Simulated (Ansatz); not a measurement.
# How BiAs (hypothetical, Fm-3m) expands on warming, part 2 of 3

Wanted: α(T), C_P(T) and B(T) of BiAs (hypothetical) in the quasi-harmonic approximation. The compound is hypothetical: it was made by swapping elements on a known structure type.

Ansatz 0.2.0; DFT PBEsol, scalar-relativistic, plane waves, PAW.

So far. Step 2 (A first coarse run): The start is under 110 GPa at this level and looks like a metal on this mesh.

## Step 4: Finding the static equilibrium

The vibrations must be taken about the equilibrium of this functional, not about the starting cell, so the structure is relaxed.

File input.yaml:

```yaml
crystal:
  lattice:
    - [0.0, 2.9691730672, 2.9691730672]
    - [2.9691730672, 0.0, 2.9691730672]
    - [2.9691730672, 2.9691730672, 0.0]
  atoms:
    - { symbol: Bi, position: [0.5, 0.5, 0.5] }
    - { symbol: As, position: [0.0, 0.0, 0.0] }
kpoints:
  mp_grid: { grid: [12, 12, 12] }
hamiltonian:
  xc: pbesol
scf:
  occupations: { method: gaussian, width: 0.1 }
output:
  forces: true
  stress: true
  eigenvalues: true
  write_density: true
  write_potential: true
  elf: true
  volumetric_format: npy
relax:
  adjacent_minimum: "off"
  f_tol: 0.005
  max_steps: 80
  cell: { stress_tol: 0.05 }
```

The run is started by

```console
$ ansatz run input.yaml --threads 4 --pin off --max-ram 8192MiB --backend cpu --events-out ev --progress --plain --runs-dir out
```

Numbers of over 12 decimals in the logs are rounded to 6 here.

Output:

```text
[...]
Crystal: 2 atoms, lattice volume = 52.352 Å³
Basis set: ecut = 420 eV, 965 PW (Γ), exchange–correlation on 60×60×60 points (8 copies of the dense FFT grid, shifted against one another)
Bands: 19, of which v1, the nominal top of the filled ones, is band 15 counted from 1 (14 counted from 0)
Symmetry: 48 space group operations
[...]
k-points: 72 of 1728
[...]
SCF iter   1: F=—  HF=-17055.014681 eV  |F-HF|=—  |Δ(HF+E_count)|=         —  Δρ=1.12e-3  dr2=5.56e-4  ethr=1.77e-3  ⟨swp⟩=5.7  Hψ=6318  notcnv=0
[...]
SCF iter   6: F=-17055.013373 eV  HF=-17055.013373 eV  |F-HF|=6.42e-9  |Δ(HF+E_count)|=   2.33e-7  Δρ=5.56e-6  dr2=1.42e-8  ethr=3.33e-10  ⟨swp⟩=10.4  Hψ=10357  notcnv=0
SCF 1 converged in 6 iterations: F = -17055.013373 eV  dr2 = 1.42e-8
[...]
relax step   1: F+E_penalty+E_count = -17055.01337336 eV  Δ(F+E_penalty+E_count) = +0.000e0 eV  max|allowed force component| = 5.962e-29 eV/Å  Δτ_max = 0.0000 Å  P = +0.146 GPa  Ω = 52.352 Å³  (6 SCF iters, dr2 threshold 1.00e-7 eV, accepted)
Crystal: 2 atoms, lattice volume = 52.562 Å³
[...]
SCF iter   5: F=-17055.013341 eV  HF=-17055.013341 eV  |F-HF|=7.57e-10  |Δ(HF+E_count)|=   1.94e-8  Δρ=1.86e-6  dr2=1.30e-9  ethr=1.77e-10  ⟨swp⟩=8.3  Hψ=8154  notcnv=0
SCF 2 converged in 5 iterations: F = -17055.013341 eV  dr2 = 1.30e-9
relax step   2: F+E_penalty+E_count = -17055.01334090 eV  Δ(F+E_penalty+E_count) = +3.246e-5 eV  max|allowed force component| = 4.214e-29 eV/Å  Δτ_max = 0.0000 Å  P = -0.136 GPa  Ω = 52.562 Å³  energy of the carried Pulay correction = -3.794e-5 eV  (5 SCF iters, dr2 threshold 5.31e-8 eV, accepted)
Crystal: 2 atoms, lattice volume = 52.461 Å³
[...]
SCF iter   4: F=-17055.013403 eV  HF=-17055.013403 eV  |F-HF|=8.44e-10  |Δ(HF+E_count)|=   3.05e-8  Δρ=4.82e-6  dr2=1.83e-8  ethr=1.55e-10  ⟨swp⟩=8.9  Hψ=9356  notcnv=0
SCF 3 converged in 4 iterations: F = -17055.013403 eV  dr2 = 1.83e-8
relax step   3: F+E_penalty+E_count = -17055.01340273 eV  Δ(F+E_penalty+E_count) = -6.183e-5 eV  max|allowed force component| = 2.514e-29 eV/Å  Δτ_max = 0.0000 Å  P = -0.001 GPa  Ω = 52.461 Å³  energy of the carried Pulay correction = -1.958e-5 eV  (4 SCF iters, dr2 threshold 4.65e-8 eV, accepted)
[...]
SCF iter   6: F=-17055.013426 eV  HF=-17055.013426 eV  |F-HF|=7.28e-12  |Δ(HF+E_count)|=  1.82e-11  Δρ=3.15e-8  dr2=6.64e-13  ethr=1.00e-12  ⟨swp⟩=6.0  Hψ=6156  notcnv=0
SCF 4 converged in 6 iterations: F = -17055.013426 eV  dr2 = 6.64e-13
relax step   4: F+E_penalty+E_count = -17055.01342607 eV  Δ(F+E_penalty+E_count) = -2.334e-5 eV  max|allowed force component| = 4.418e-29 eV/Å  Δτ_max = 0.0000 Å  P = -0.001 GPa  Ω = 52.461 Å³  stress off target by 5.86e-4 GPa  SCF on the basis re-selected at this cell (its energy is not comparable with the rows above)  (6 SCF iters)
[...]
SCF converged after 6 iterations
Free energy (F): -17055.013426 eV
[...]
Internal energy: -17055.011640 eV  (E = F + TS)
E sigma→0 (E₀):  -17055.012533 eV
Entropy (-TS):   -0.001786 eV (-0.893 meV/atom)
Fermi energy:    10.974605 eV
[...]
--- Stress (GPa, compression-positive) ---
       -0.000586      -0.000000      -0.000000
       -0.000000      -0.000586      -0.000000
       -0.000000      -0.000000      -0.000586
  P = ⅓ Tr σ = -0.0006 GPa (-0.006 kbar)
--- Band table (eV; the first three rows and the last of 72) ---
  k-point 0: bands = [... 11 lower, 4.6731, 9.3526, 9.3526, 9.3526, 14.7813, 14.7813, 14.7813, 16.7190]
  k-point 1: bands = [... 11 lower, 4.3970, 9.3735, 9.3735, 9.4848, 14.3488, 14.4243, 14.4243, 16.5274]
  k-point 2: bands = [... 11 lower, 3.6895, 9.4426, 9.4426, 9.7702, 13.4995, 13.6479, 13.6479, 16.4684]
  k-point 71: bands = [... 11 lower, 0.6967, 5.9930, 5.9930, 10.8719, 11.6275, 16.3659, 16.3659, 18.0500]
--- Relaxed structure (3 steps of the walk, 3 accepted, 1 SCFs on fresh bases) ---
[...]
cell:  # Å, volume = 52.4606 Å³
    - [0, 2.971217, 2.971217]
    - [2.971217, 0, 2.971217]
    - [2.971217, 2.971217, 0]
  atoms:
    - { symbol: Bi, position: [0.5, 0.5, 0.5] }
    - { symbol: As, position: [0, 0, 0] }
```

Wall time 5.7 s (4 threads of Arm Neoverse V1, shared host); peak memory 0.42 GiB.

Little changed from the start: no atom moved by 0.005 Å and no cell edge by 0.1 %.

This step gave:

- pressure: -5.86e-4 GPa
- volume per atom: 26.23 Å³
- gap on the k-mesh: 0.08947 eV

Valence density in the ac plane of the cell as run, not the conventional one, at fractional y = 0.000, with atoms of As within 0.2 Å of it. It is the smooth field of the valence electrons, not physical close to the nuclei.

Ten steps, logarithmic in the rise over the least value, from '_' (0 e/Å³) to '@' (28 e/Å³), each cell a mean:
```
@@%%++::..____________..==##
**##++--..____________..::==
------::..______________....
..........__________________
____..______________________
____________________________
____________________________
____________________________
____________________________
____________________........
::..________________..::--::
==::..____________....--++++
%%**::..____________..--##%%
@@%%==::____________..--**@@
```
Columns run along a (4.2 Å), rows up along c (4.2 Å). Atoms in or near the plane, at fractional coordinates: As at (0.00, 0.00).

Electrostatic potential energy in the ac plane of the cell as run, not the conventional one, at fractional y = 0.000, with atoms of As within 0.2 Å of it. With pseudopotentials it is smooth inside the atoms' cores, unlike the true potential.

Values in eV, 14 rows by 14 columns, each cell a mean:
```
21 20  2 -4  7 12 13 14 14 13 10  1 -4 12
 8 10 -1 -5  5 12 13 14 14 13 12  9 -1 -4
-5 -6 -7 -3  6 11 13 13 13 13 13 12  9  1
 6  2  1  5  9 12 13 13 13 13 13 13 12 10
12 11 10 10 12 13 13 13 13 13 13 13 13 13
14 13 13 13 13 13 14 14 13 13 13 13 14 14
14 14 13 13 13 14 14 14 14 13 13 13 14 14
14 14 13 13 13 13 14 14 14 13 13 13 13 13
13 13 13 13 13 13 13 14 13 13 12 11 12 12
10 12 13 13 13 13 13 13 13 12  9  6  5  7
 1  7 12 13 13 13 13 13 13 10  5 -3 -5 -4
-4 -3  7 12 13 13 13 13 13 10  1 -7 -1  2
16  1 -3  7 12 13 14 14 13 11  2 -6 10 20
21 16 -4  1 10 13 14 14 14 12  6 -5  8 21
```
Columns run along a (4.2 Å; values clipped at the 3rd and 97th percentile), rows up along c (4.2 Å). Atoms in or near the plane, at fractional coordinates: As at (0.00, 0.00).

ELF in the ac plane of the cell as run, not the conventional one, at fractional y = 0.000, with atoms of As within 0.2 Å of it. It is the smooth field of the valence electrons, not physical close to the nuclei.

Ten even steps from '0' (0.10) to '9' (0.65), each cell a mean:
```
22699510037984
55799620015898
99999731002589
99999631000257
67887420000013
13443210000000
00111000001100
00000000123321
31000000246765
85210001379999
99631001489999
89962001489976
37995100379952
33898300169952
```
Columns run along a (4.2 Å), rows up along c (4.2 Å). Atoms in or near the plane, at fractional coordinates: As at (0.00, 0.00).

## Step 5: A second relaxation

The relaxation is run once more from where the first one ended, as the script does after a large change of volume or of the gap, with mesh and occupations reviewed.

input.yaml, the sections that differ from step 4:

```yaml
crystal:
  lattice:
    - [0.0, 2.9712171232, 2.9712171232]
    - [2.9712171232, 0.0, 2.9712171232]
    - [2.9712171232, 2.9712171232, 0.0]
  atoms:
    - { symbol: Bi, position: [0.5, 0.5, 0.5] }
    - { symbol: As, position: [0.0, 0.0, 0.0] }
kpoints:
  mp_grid: { grid: [10, 10, 10] }
scf:
  occupations: { method: gaussian, width: 0.01 }
output:
  forces: true
  stress: true
  eigenvalues: true
# hamiltonian, relax: as in step 4
```

Output:

```text
[...]
Crystal: 2 atoms, lattice volume = 52.461 Å³
Basis set: ecut = 420 eV, 965 PW (Γ), exchange–correlation on 60×60×60 points (8 copies of the dense FFT grid, shifted against one another)
Bands: 19, of which v1, the nominal top of the filled ones, is band 15 counted from 1 (14 counted from 0)
Symmetry: 48 space group operations
[...]
k-points: 47 of 1000
[...]
k-point 46: bands = [... 11 lower, 0.9100, 5.6843, 6.3379, 10.0054, 12.5862, 15.5892, 17.0519, 17.5149]
--- Relaxed structure (1 steps of the walk, 1 accepted, 1 SCFs on fresh bases) ---
[...]
cell:  # Å, volume = 52.4606 Å³
    - [0.0, 2.9712171232, 2.9712171232]
    - [2.9712171232, 0.0, 2.9712171232]
    - [2.9712171232, 2.9712171232, 0.0]
  atoms:
    - { symbol: Bi, position: [0.5, 0.5, 0.5] }
    - { symbol: As, position: [0.0, 0.0, 0.0] }
[key lines of the parts left out:]
SCF converged after 8 iterations
Free energy (F): -17055.013242 eV
Fermi energy:    10.961572 eV
P = ⅓ Tr σ = -0.0060 GPa (-0.060 kbar)
```

Run time: 2.5 s. Hardware: 4 threads; peak memory 0.39 GiB.

Little changed from the start: no atom moved by 0.005 Å and no cell edge by 0.1 %.

Numbers from this step:

```yaml
pressure: -0.006039 GPa
gap_on_the_k_mesh: 0.09526 eV
```

## Step 6: Tight relaxation

The relaxation is repeated with tighter thresholds on force and stress, since phonons are sensitive to what is left; a change of mesh or smearing in the input moves the cell too.

input.yaml, the sections that differ from step 5:

```yaml
kpoints:
  mp_grid: { grid: [12, 12, 12] }
relax:
  adjacent_minimum: "off"
  f_tol: 0.001
  max_steps: 60
  cell: { stress_tol: 0.01 }
# crystal, hamiltonian, scf, output: as in step 5
```

Output:

```text
[...]
Crystal: 2 atoms, lattice volume = 52.461 Å³
Basis set: ecut = 420 eV, 965 PW (Γ), exchange–correlation on 60×60×60 points (8 copies of the dense FFT grid, shifted against one another)
Bands: 19, of which v1, the nominal top of the filled ones, is band 15 counted from 1 (14 counted from 0)
Symmetry: 48 space group operations
[...]
k-points: 72 of 1728
[...]
k-point 71: bands = [... 11 lower, 0.6978, 5.9919, 5.9919, 10.8714, 11.6239, 16.3643, 16.3643, 18.0463]
--- Relaxed structure (3 steps of the walk, 3 accepted, 1 SCFs on fresh bases) ---
[...]
cell:  # Å, volume = 52.4690 Å³
    - [0, 2.971376, 2.971376]
    - [2.971376, 0, 2.971376]
    - [2.971376, 2.971376, 0]
  atoms:
    - { symbol: Bi, position: [0.5, 0.5, 0.5] }
    - { symbol: As, position: [0, 0, 0] }
[key lines of the parts left out:]
SCF converged after 12 iterations
Free energy (F): -17055.012868 eV
Fermi energy:    10.962349 eV
P = ⅓ Tr σ = -0.0000 GPa (-0.000 kbar)
```

Wall time 6 s (4 threads); peak memory 0.41 GiB; 20 s of CPU time.

Little changed from the start: no atom moved by 0.005 Å and no cell edge by 0.1 %.

Numbers from this step:

- pressure: -2.17e-5 GPa
- gap on the k-mesh: 0.08895 eV

The residual pressure is -2.2e-5 GPa, small enough for phonons.

## Step 7: Phonons on strained cells, q-mesh 2×2×2

The study relaxes the crystal at several strains, solves the phonons on some of them and minimises the free energy at each temperature (static energy, vibrations, the electrons in a metal, and PV under a set pressure); the q-mesh sets how far the force constants reach.

input.yaml, the sections that differ from step 6:

```yaml
crystal:
  lattice:
    - [0.0, 2.9713758404, 2.9713758404]
    - [2.9713758404, 0.0, 2.9713758404]
    - [2.9713758404, 2.9713758404, 0.0]
  atoms:
    - { symbol: Bi, position: [0.5, 0.5, 0.5] }
    - { symbol: As, position: [0.0, 0.0, 0.0] }
output:
  eigenvalues: true
phonons:
  method: dfpt
  qmesh: [2, 2, 2]
  temperatures: { t_max: 800.0, t_step: 50 }
  thermal_expansion: {}
# kpoints, hamiltonian, scf: as in step 6
# relax: removed
```

Output:

```text
The last accepted step is kept in <dir> (removed where the run ends without a failure and the disk answers)
Engine: ansatz 0.2.0, aarch64-unknown-linux-gnu
Pseudopotentials: kind: paw
Pseudopotential: Bi, paw, valence charge 15, recommended cutoff 420 eV (normal), Bi.paw.azcp
Pseudopotential: As, paw, valence charge 15, recommended cutoff 420 eV (normal), As.paw.azcp
Functional definition: PBEsol
  exchange = pbesol_x
  correlation = pbesol_c
Crystal: 2 atoms, lattice volume = 52.469 Å³
Basis set: ecut = 487.2 eV, 1243 PW (Γ), exchange–correlation on 64×64×64 points (8 copies of the dense FFT grid, shifted against one another)
Bands: 19, of which v1, the nominal top of the filled ones, is band 15 counted from 1 (14 counted from 0)
Symmetry: 48 space group operations
Space group: Fm-3m (ITA 225), of the structure as read, at distance tolerance 3.7e-5 Å
k-points: 72 of 1728
Non-local potential: Bi, projectors of the file, l = 0: 2, l = 1: 2, l = 2: 2, l = 3: 2
Non-local potential: As, projectors of the file, l = 0: 2, l = 1: 2, l = 2: 3, l = 3: 1
PAW form: soft (Blöchl's): semilocal exchange-correlation on the pseudo side does not see the compensation charge
PAW frozen core: Bi, regenerated for the run's functional, and the local potential with it (the file was generated under x = pbe(κ = 0.804, μ = 0.219515), c = pbe(β = 0.066725))
PAW frozen core: As, regenerated for the run's functional, and the local potential with it (the file was generated under x = pbe(κ = 0.804, μ = 0.219515), c = pbe(β = 0.066725))
PAW one-centre angular grid: Bi, 590 points (default); XC on 64 Gauss nodes
PAW one-centre angular grid: As, 590 points (default); XC on 64 Gauss nodes
Initial density: superposition of atomic densities (neutral atoms: chi_scale 0, normalization atom), corrected by the library's trained network
Initial wavefunctions: pseudopotential atomic-orbital guess
Functional: x = pbesol(κ = 0.804, μ = 0.123457), c = pbesol(β = 0.046)
SCF iter   1: F=—  HF=-17055.015570 eV  |F-HF|=—  |Δ(HF+E_count)|=         —  Δρ=1.15e-3  dr2=5.26e-4  ethr=1.77e-3  ⟨swp⟩=6.5  Hψ=6395  notcnv=0
preconditioner: auto → none  [insulator: Δε(μ)=0.089 eV  Ē_g=9.565 eV  σ=0.010 eV  W_gap=1.00  n_scr=14 (ndim 8)  ℏωp=16.2 eV  f_vac=0.001  D(μ)=0.00/eV (n_scr^D=0)  ε∞_Penn≈3.9]
SCF iter   2: F=—  HF=-17055.014488 eV  |F-HF|=—  |Δ(HF+E_count)|=   1.08e-3  Δρ=6.11e-4  dr2=1.18e-4  ethr=1.75e-6  ⟨swp⟩=3.0  Hψ=3588  notcnv=0
SCF iter   3: F=—  HF=-17055.014520 eV  |F-HF|=—  |Δ(HF+E_count)|=   3.16e-5  Δρ=1.69e-4  dr2=1.10e-5  ethr=3.92e-7  ⟨swp⟩=2.0  Hψ=2085  notcnv=0
SCF iter   4: F=—  HF=-17055.014501 eV  |F-HF|=—  |Δ(HF+E_count)|=   1.87e-5  Δρ=5.26e-5  dr2=9.28e-7  ethr=3.68e-8  ⟨swp⟩=2.0  Hψ=1758  notcnv=0
[...]
E_hartree    = 1397.510164
  E_xc         = -229.484925
  E_vxc        = -223.988720  (∫ρ·V_xc dr)
  E_paw        = -12302.056841  (= ΣΔE_a)
  E_vpaw       = -55.621683  (= ΣTr[D̂ρ^β])
  E_aug_tail   = -0.000382  (compensation charges beyond the density's cutoff)
  E_ewald      = -3093.724256
  E_core_change = 1.056181  (= ΣΔE_core)
  E_smearing   = -0.000000  (= −TS)
  E_closure    = 0.000000  (closes the sum)
  Σ components = -17055.014505   (vs F -17055.014505, Δ=0.00e0)
--- Forces (eV/Å), atoms counted from 1 ---
  atom   1  Bi     0.00000000     0.00000000     0.00000000
  atom   2  As    -0.00000000    -0.00000000    -0.00000000
  max |Σ_I F_I| component: 1.09e-28 eV/Å
--- Stress (GPa, compression-positive) ---
       -0.002600      -0.000000      -0.000000
        0.000000      -0.002600      -0.000000
        0.000000       0.000000      -0.002600
  P = ⅓ Tr σ = -0.0026 GPa (-0.026 kbar)
--- Band table (eV; the first three rows and the last of 72) ---
  k-point 0: bands = [... 11 lower, 4.6709, 9.3514, 9.3514, 9.3514, 14.7778, 14.7778, 14.7778, 16.7164]
  k-point 1: bands = [... 11 lower, 4.3949, 9.3723, 9.3723, 9.4835, 14.3455, 14.4210, 14.4210, 16.5246]
  k-point 2: bands = [... 11 lower, 3.6877, 9.4414, 9.4414, 9.7686, 13.4966, 13.6448, 13.6448, 16.4655]
  k-point 71: bands = [... 11 lower, 0.6977, 5.9918, 5.9918, 10.8712, 11.6238, 16.3639, 16.3639, 18.0462]
── thermal expansion: 3 new cells, 3 in all ──
thermal expansion: relaxation of cell 2
thermal expansion: relaxation of cell 3
── thermal expansion: 2 new cells, 5 in all ──
thermal expansion: relaxation of cell 4
thermal expansion: lower-state search of cell 4
thermal expansion: electrons of cell 4
thermal expansion: phonons of cell 4
WARN: thermal expansion, phonons of cell 4: eigensolver did not converge (k=6): 1 band(s) unlocked after 20 sweeps at ethr=1.00e-12 eV (lowest unlocked band 18, counted from 0; max residual 2.62e-5 eV among the unlocked bands, 2.62e-5 eV over every band)
WARN: thermal expansion: eigensolver_not_converged in the phonons of 1 cell: 4
WARN: thermal expansion: phonon_interpolation_lacks_dipole_term in the phonons of 1 cell: 4
WARN: thermal expansion: vibrations_at_or_below_zero in the phonons of 1 cell: 4
this run last wrote the structure of step 1 to <dir>
--- Relaxed structure (1 steps of the walk, 1 accepted, 0 SCFs on fresh bases) ---
  F+E_penalty+E_count = -17055.01450525 eV   max|allowed force component| = 5.509e-29 eV/Å
  atoms:
    - { symbol: Bi, position: [0.5, 0.5, 0.5] }
    - { symbol: As, position: [0.0, 0.0, 0.0] }
--- Thermal expansion: 5 cells in 2 rounds, 0 GPa ---
  no lower state was reached at cell 4
  not told: vibrations stand at or below zero in cell 4 (0.375 modes a cell, the lowest at -128.5 cm⁻¹): the crystal is at no minimum there, or its k-points are too few: type the crystal that it becomes, another pressure, or a denser kpoints.mp_grid, in a new run
  eigensolver_not_converged in the phonons of 1 cell: 4
  phonon_interpolation_lacks_dipole_term in the phonons of 1 cell: 4
  vibrations_at_or_below_zero in the phonons of 1 cell: 4
Error: vibrations stand at or below zero in cell 4 (0.375 modes a cell, the lowest at -128.5 cm⁻¹): the crystal is at no minimum there, or its k-points are too few: type the crystal that it becomes, another pressure, or a denser kpoints.mp_grid, in a new run
[key lines of the parts left out:]
SCF converged after 7 iterations
Free energy (F): -17055.014505 eV
Fermi energy:    10.962251 eV
```

It took 2.4 min on 4 threads; peak memory 1.7 GiB; 8.9 min of CPU time.

The run ended with an error.

The program's message: “vibrations stand at or below zero in cell 4 (0.375 modes a cell, the lowest at -128.5 cm⁻¹): the crystal is at no minimum there, or its k-points are too few: type the crystal that it becomes, another …”

[end of part 2 of 3]

[Logs are printed without paths, hosts, clocks, repeated set-up lines and the standing remarks that a program may print on its own settings, such as how far it seeks lower states.]

[Hosts, paths, dates, database ids (printed as entryN), source tags and the programs' standing remarks are cut or masked in the printed files.]

[A step with changed settings may run another functional than the one named; its input shows which.]

[Pressures of single members of a volume series are the stress at the run's cutoff; with an incomplete basis they can lie off −dE/dV of the same runs, and they are not shown converged.]
